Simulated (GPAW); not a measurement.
# Surface energy and work function of Pt(110) from slabs of 4 to 14 layers (PBE)

How do energy and work function of Pt(110) films settle with thickness, and what surface energy follows?

How it was computed: GPAW 26.7.0, plane waves at 450 eV with PAW setups; symmetric 1×1 slabs cut at the tabulated lattice constant (two decimals; low-temperature values for the alkali metals), atoms at bulk places, 7.5 Å of vacuum on each side, one in-plane mesh for all thicknesses, Fermi-Dirac smearing of 0.1 eV. Energies are extrapolated to zero smearing and count from the program's reference atoms. Functional PBE. The cell's area is 10.866 Å².

What came out, but for one run:

| layers | energy (eV) | work function (eV) |
| --- | --- | --- |
| 4 | −23.0743 | 5.32 |
| 5 | −29.4820 | 5.24 |
| 6 | −35.8657 | 5.34 |
| 7 | −42.3090 | 5.22 |
| 8 | −48.7125 | 5.30 |
| 9 | −55.1407 | 5.28 |
| 10 | −61.5562 | 5.25 |
| 11 | −67.9673 | 5.31 |
| 12 | −74.3972 | 5.27 |
| 14 | ? | ? |

Q: What surface energy do these runs give, and what energy and work function should the 14-layer slab have?

A: A slab of n layers has E(n) = nε + 2Aγ once its middle is bulk-like. A line through n = 6 to 12 has the slope ε = −6.4198 eV a layer and the intercept 2Aγ = 2.6428 eV (r.m.s. residual 7.4 meV). So γ = 2.6428 / (2 × 10.866 Å²) = 0.1216 eV/Å² = 1.95 J/m², with a standard error of about 0.01 J/m² from the scatter about the line. For 14 layers: 2.6428 + 14 × (−6.4198) = −87.235 eV; the run gives −87.222 eV, 12.8 meV over the line. The work function has no such law: from 6 to 12 layers it moves between 5.22 and 5.34 eV (mean 5.28), and the 14-layer slab gives 5.29 eV. The thinnest slab, 4 layers, lies +0.04 eV from that mean. The values go up and down with thickness, as expected where levels confined across the film cross the Fermi level one by one. The measured value for this face is 5.53 eV (“Anisotropic work function of elemental crystals” (2019, arxiv:1902.07811)), for a face that reconstructs.

Caveats: The surfaces are unrelaxed, so γ is an upper bound for this functional and lattice constant. The tabulated lattice constant isn't the functional's own, which strains the slab a little. Spin-orbit coupling is left out.
